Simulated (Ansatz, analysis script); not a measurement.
## Free-standing square Re monolayer, spacing 2.904 Å: energy against the total moment

Wanted: E(M), the field that holds each moment, and the spin susceptibility of a free-standing square Re monolayer, spacing 2.904 Å.

Method: LDA, PAW set soft_1 (files made for PBE), in Ansatz 0.2.0.

Most raw output is cut from this account.

## (1) Starting point

The cell holds 1 atom: 1 Re. Its edges and angles: a = 2.904 Å, b = 2.904 Å, c = 14.000 Å, α = 90.0°, β = 90.0°, γ = 90.0°. An idealised lattice of chosen spacing, in vacuum. Vacuum lies along c.

## (2) Starting state

First a free collinear run, to see which state the typed moments lead to.

Input file input.yaml:

```yaml
crystal:
  lattice:
    - [2.904, 0.0, 0.0]
    - [0.0, 2.904, 0.0]
    - [0.0, 0.0, 14.0]
  atoms:
    - { symbol: Re, position: [0.0, 0.0, 0.5], spin: 1.0 }
magnetization:
  spin_polarized: true
kpoints:
  mp_grid: { grid: [8, 8, 1] }
hamiltonian:
  xc: lda
  pseudopotentials: { kind: paw, azcp: { folder: soft_1 }, xc_functional: pbe }
scf:
  occupations: { method: fermi_dirac, width: 0.1 }
  max_iter: 120
  convergence: { dr2_threshold: 1.0e-08 }
  lower_state_search: "off"
output:
  write_density: true
  write_potential: true
  elf: true
  volumetric_format: npy
```

Run with:

```
ansatz run input.yaml --threads 2 --pin off --max-ram 5120MiB --backend cpu --events-out ev --progress --plain --runs-dir out
```

Wall time 2.4 s (2 threads of Arm Neoverse V2, shared host); peak memory 0.31 GiB.

Spin moment in the atom's sphere by atom:

| atom | spin moment in the atom's sphere (μB) |
| --- | --- |
| Re1 | 0.824 |

The run ends ferromagnetic, with a net moment of 1.10 μB a cell. With one Re atom carrying the moment, parallel order of its images is forced by the cell, not found.

Spin density in the ca plane at fractional y = 0.000, with atoms of Re within 0.2 Å of it.

Ten even steps from '0' (0.00 e/Å³) to '9' (0.49 e/Å³), each cell a mean:
```
0000000000000000257335731000000000000000
0000000000000000122121210000000000000000
0000000000000000000000000000000000000000
0000000000000000000000000000000000000000
0000000000000000000000000000000000000000
0000000000000000011110100000000000000000
0000000000000000134223420000000000000000
0000000000000000269436941000000000000000
```
Columns run along c (14.0 Å), rows up along a (2.9 Å). Atoms in or near the plane, at fractional coordinates: Re at (0.50, 0.00).

Valence density in the ca plane at fractional y = 0.000, with atoms of Re within 0.2 Å of it. It is the smooth field of the valence electrons, not physical close to the nuclei.

Ten steps, logarithmic in the rise over the least value, from '0' (0.0 e/Å³) to '9' (7.0 e/Å³), each cell a mean:
```
0000000000000001258999741000000000000000
0000000000000001246887531000000000000000
0000000000000000124554321000000000000000
0000000000000000123343221000000000000000
0000000000000000123444321000000000000000
0000000000000000135676421000000000000000
0000000000000001247998631000000000000000
0000000000000001258999742000000000000000
```
Columns run along c (14.0 Å), rows up along a (2.9 Å). Atoms in or near the plane, at fractional coordinates: Re at (0.50, 0.00).

ELF in the ca plane at fractional y = 0.000, with atoms of Re within 0.2 Å of it. It is the smooth field of the valence electrons, not physical close to the nuclei.

Ten even steps from '0' (0.00) to '9' (0.70), each cell a mean:
```
0000000000000123459989744310000000000000
0000000000000123446897544310000000000000
0000000000000013444555444210000000000000
0000000000000013566656654210000000000000
0000000000000013455555554210000000000000
0000000000000123445776443210000000000000
0000000000000123457999644310000000000000
0000000000000124469869854320000000000000
```
Columns run along c (14.0 Å), rows up along a (2.9 Å). Atoms in or near the plane, at fractional coordinates: Re at (0.50, 0.00).

## (3) The same state on a denser mesh

Levels at the Fermi energy are partly filled, so moments and energy differences can hang on the k-mesh, and the state is solved again on a denser one.

input.yaml, the sections that differ from step 2:

```yaml
crystal:
  lattice:
    - [2.904, 0.0, 0.0]
    - [0.0, 2.904, 0.0]
    - [0.0, 0.0, 14.0]
  atoms:
    - { symbol: Re, position: [0.0, 0.0, 0.5], spin: 0.82 }
kpoints:
  mp_grid: { grid: [19, 19, 1] }
basis:
  ecutwfc: 420.0
checkpoint:
  read: start
  write: ck
  compress: false
  write_wavefunctions: false
  write_every: 100000
# magnetization, hamiltonian, scf: as in step 2
# output: removed
```

It took 2.7 s on 2 threads; peak memory 0.38 GiB.

Spin moment in the atom's sphere by atom:

| atom | spin moment in the atom's sphere (μB) |
| --- | --- |
| Re1 | 0.729 |

The run ends ferromagnetic, with a net moment of 0.971 μB a cell, against 1.10 μB on the first mesh.

## (4) The non-magnetic reference

The state without spin is the zero of E(M).

input.yaml, the sections that differ from step 3:

```yaml
crystal:
  lattice:
    - [2.904, 0.0, 0.0]
    - [0.0, 2.904, 0.0]
    - [0.0, 0.0, 14.0]
  atoms:
    - { symbol: Re, position: [0.0, 0.0, 0.5] }
scf:
  occupations: { method: fermi_dirac, width: 0.1 }
  max_iter: 120
  convergence: { dr2_threshold: 1.0e-08 }
# kpoints, hamiltonian, basis: as in step 3
# magnetization: removed
# checkpoint: removed
```

Run with:

```
ansatz run input.yaml --threads 1 --pin off --max-ram 2560MiB --backend cpu --events-out ev --progress --plain --runs-dir out
```

Run time: 2.6 s. Hardware: 1 thread; peak memory 0.35 GiB.

The free collinear run lies 22.0 meV below it.

## (5) Without spin, levels printed

Changes to input.yaml since step 4:

```diff
@@ -18 +18,3 @@
   ecutwfc: 420.0
+output:
+  eigenvalues: true
```

It took 2.9 s on 1 thread; peak memory 0.35 GiB.

## (6) Total moment fixed at 0.136 μB

Two Fermi levels, one a spin, hold the total moment exactly, which reaches states that a free run would leave.

input.yaml, the sections that differ from step 5:

```yaml
crystal:
  lattice:
    - [2.904, 0.0, 0.0]
    - [0.0, 2.904, 0.0]
    - [0.0, 0.0, 14.0]
  atoms:
    - { symbol: Re, position: [0.0, 0.0, 0.5], spin: 0.136 }
magnetization:
  spin_polarized: true
  initial_magnetization: 0.136
  spin_locking: { lock_magnetization: hard }
scf:
  occupations: { method: fermi_dirac, width: 0.1 }
  max_iter: 120
  convergence: { dr2_threshold: 1.0e-08 }
  lower_state_search: "off"
# kpoints, hamiltonian, basis: as in step 5
# output: removed
```

Run time: 5.8 s. Hardware: 1 thread; peak memory 0.38 GiB.

The energy is -1.05 meV from the state without spin, and the largest site carries 0.102 μB.

## (7) Total moment fixed at 0.273 μB

input.yaml, the sections that differ from step 6:

```yaml
crystal:
  lattice:
    - [2.904, 0.0, 0.0]
    - [0.0, 2.904, 0.0]
    - [0.0, 0.0, 14.0]
  atoms:
    - { symbol: Re, position: [0.0, 0.0, 0.5], spin: 0.273 }
magnetization:
  spin_polarized: true
  initial_magnetization: 0.273
  spin_locking: { lock_magnetization: hard }
# kpoints, hamiltonian, scf, basis: as in step 6
```

Elapsed: 6.8 s, on 1 thread; peak memory 0.39 GiB.

The energy is -3.99 meV from the state without spin, and the largest site carries 0.205 μB.

## (8) Total moment fixed at 0.955 μB

input.yaml, the sections that differ from step 7:

```yaml
crystal:
  lattice:
    - [2.904, 0.0, 0.0]
    - [0.0, 2.904, 0.0]
    - [0.0, 0.0, 14.0]
  atoms:
    - { symbol: Re, position: [0.0, 0.0, 0.5], spin: 0.955 }
magnetization:
  spin_polarized: true
  initial_magnetization: 0.955
  spin_locking: { lock_magnetization: hard }
# kpoints, hamiltonian, scf, basis: as in step 7
```

Run time: 6.1 s. Hardware: 1 thread; peak memory 0.39 GiB.

The energy is -22.0 meV from the state without spin, and the largest site carries 0.717 μB.

## (9) Total moment fixed at 1.5 μB

input.yaml, the sections that differ from step 8:

```yaml
crystal:
  lattice:
    - [2.904, 0.0, 0.0]
    - [0.0, 2.904, 0.0]
    - [0.0, 0.0, 14.0]
  atoms:
    - { symbol: Re, position: [0.0, 0.0, 0.5], spin: 1.5 }
magnetization:
  spin_polarized: true
  initial_magnetization: 1.5
  spin_locking: { lock_magnetization: hard }
# kpoints, hamiltonian, scf, basis: as in step 8
```

Wall time 5.6 s (1 thread); peak memory 0.4 GiB.

The energy is 4.90 meV from the state without spin, and the largest site carries 1.12 μB.

7 more runs differ from these in the same keys alone and are tabled below.

## (10) No field, tight threshold

A field gives a second route to the same curve. A thousand tesla shift each spin by 58 meV, and the threshold is tightened so that small induced moments are resolved.

input.yaml, the sections that differ from step 9:

```yaml
crystal:
  lattice:
    - [2.904, 0.0, 0.0]
    - [0.0, 2.904, 0.0]
    - [0.0, 0.0, 14.0]
  atoms:
    - { symbol: Re, position: [0.0, 0.0, 0.5], spin: 0.73 }
magnetization:
  spin_polarized: true
scf:
  occupations: { method: fermi_dirac, width: 0.1 }
  max_iter: 120
  convergence: { dr2_threshold: 1.0e-10 }
  lower_state_search: "off"
# kpoints, hamiltonian, basis: as in step 9
```

It took 12 s on 1 thread; peak memory 0.39 GiB.

The net moment is 0.971 μB a cell.

## (11) Field of 2000 T

Changes to input.yaml since step 10:

```diff
@@ -9,2 +9,3 @@
   spin_polarized: true
+  magnetic_field: 2000.0
 kpoints:
```

Run time: 7.6 s. Hardware: 1 thread; peak memory 0.39 GiB.

The net moment is 1.51 μB a cell.

2 more runs differ from these in the same keys alone and are tabled below.

## (12) E(M) and M(B)

Table of energy less the state without spin by total moment:

| total moment (μB/cell) | energy less the state without spin (meV/cell) |
| --- | --- |
| 0.000 | 0 |
| 0.136 | -1.05 |
| 0.273 | -3.99 |
| 0.409 | -8.21 |
| 0.545 | -12.9 |
| 0.682 | -17.3 |
| 0.818 | -20.6 |
| 0.955 | -22.0 |
| 1.091 | -20.9 |
| 1.227 | -16.6 |
| 1.364 | -8.17 |
| 1.500 | 4.90 |

The field that holds a moment is half the difference of the two Fermi levels over μB.

Field that holds the moment against total moment:

| total moment (μB/cell) | field that holds the moment (T) |
| --- | --- |
| 0.136 | -261 |
| 0.273 | -470 |
| 0.409 | -585 |
| 0.545 | -593 |
| 0.682 | -498 |
| 0.818 | -312 |
| 0.955 | -38.8 |
| 1.091 | 325 |
| 1.227 | 789 |
| 1.364 | 1356 |
| 1.500 | 1964 |

The total moment by field:

| field (T) | total moment (μB/cell) |
| --- | --- |
| 0 | 0.971 |
| 500 | 1.15 |
| 1000 | 1.28 |
| 2000 | 1.51 |

A Landau fit E = a2 M² + a4 M⁴ + a6 M⁶ (meV, μB) and the Stoner form E ≈ M² (1/2N − I/4), with the slope taken at the first fixed moment:

Read from the output:

```yaml
density_of_states_at_the_fermi_level_no_spin: 3.084 states/eV/cell, both spins, broadened by the smearing
landau_coefficients_a2_a4_a6: -51.45, 33.26, -4.210 meV/μB², meV/μB^4, meV/μB^6
r_m_s_miss_of_the_landau_fit: 0.3262 meV
stoner_parameter_i: 0.8707 eV, of the cell
i_n_2: 1.342 I N / 2 from the slope at the first moment; over 1: unstable to a moment
```

## (13) What came out

```
state of the free run                              : ferromagnetic
net moment of the free run                         : 0.971 μB
energy of the free run from the state without spin : -22.0 meV a cell
lowest of the fixed moments tried                  : M = 0.955 μB, -22.0 meV
dM/dB between 0 and 500 T                          : 0.349 μB a cell per 1000 T
```

At this level the system is magnetic: the free run keeps 0.729 μB on the largest site. No other order was typed. Among the fixed moments, E(M) falls 22.0 meV below the state without spin and is lowest near 0.955 μB on this grid. I·N/2 = 1.3 is over 1, so the state without spin is unstable to a uniform moment. The field acts on spins alone. The 15 fixed-moment and field runs took 1.8 min of wall time, added up. Energies are free energies at a smearing of 0.1 eV, and with partly filled levels differences shift, at times strongly, as the smearing goes to zero. The cell was taken as built, with atoms unrelaxed. In doubt: the program's search for lower states was switched off, so a lower magnetic state than those reached may exist.

[Logs and program files are shortened in this print: banners, set-up blocks, solver, clock and traceback lines can be left out without a mark of their own.]

[Logs are printed without paths, hosts, clocks, repeated set-up lines and the standing remarks that a program may print on its own settings, such as how far it seeks lower states.]

[Hosts, paths, dates, database ids (printed as entryN), source tags and the programs' standing remarks are cut or masked in the printed files.]
